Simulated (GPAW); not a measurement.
**NaI (Fm-3m): how ε∞ follows the gap**

The empty bands of NaI (Fm-3m) are shifted up rigidly by Δ, and ε∞ is computed for each shift.

The structure is cubic, space group Fm-3m (No. 225). Conventional cell: a = 6.473 Å, b = 6.473 Å, c = 6.473 Å, α = 90.00°, β = 90.00°, γ = 90.00°. I on site b has 6 Na at 3.24 Å as nearest neighbours. Na on site a is surrounded by 6 I at 3.24 Å.

Method: GPAW 26.7.0, PBE, RPA, k-mesh 9×9×9, local fields up to 50 eV, Lorentzian half width 0.15 eV.

Launch of the response step: `OMP_NUM_THREADS=1 python df.py`. The series took 2.0 min in all, its band step included, on 1 thread of Intel(R) Xeon(R) Platinum 8488C (Sapphire Rapids), on a shared host.

```tsv
Δ (eV)	ε∞
0.00	3.045
0.40	2.948
0.80	2.861
1.20	2.781
1.60	?
2.00	2.644
```

With one effective transition at E₀ and fixed dipole strength, ε∞ − 1 = A/(E₀ + Δ), so 1/(ε∞ − 1) is linear in Δ.

Working, on the rows shown:

| x = Δ (eV) | y = 1/(ε∞ − 1) |
| --- | --- |
| 0 | 0.488998 |
| 0.4 | 0.513347 |
| 0.8 | 0.537346 |
| 1.2 | 0.561482 |
| 2 | 0.608273 |

Means: x̄ = 0.88, ȳ = 0.54189. Σ(x − x̄)(y − ȳ) = 0.1412, Σ(x − x̄)² = 2.368. Slope = 0.1412 / 2.368 = 0.05964; intercept = ȳ − slope · x̄ = 0.48941. Turned back into ε∞, the line misses the rows shown by at most 0.0017.

Problem. What does the fit predict for the withheld row, and how well does it do?

Solution. At x = 1.6 the line gives y = 0.58483, that is 2.710. The run gave 2.710, so the interpolation holds to the digits printed.

Refitted with all rows, the slope is 0.05963 and the intercept 0.48941. These give E₀ = intercept/slope = 8.2 eV, far above the least direct gap of 3.66 eV: most of the screening comes from transitions well over the edge. Over the first step ε∞ falls by 8 % per eV. Excitons are left out; PBE gaps are as a rule too small. The values come from a sum over the points of one k-mesh and carry its error, which grows as the direct gap shrinks. Spin-orbit coupling is left out.

[Logs are printed without paths, hosts, clocks, repeated set-up lines and the standing remarks that a program may print on its own settings, such as how far it seeks lower states.]
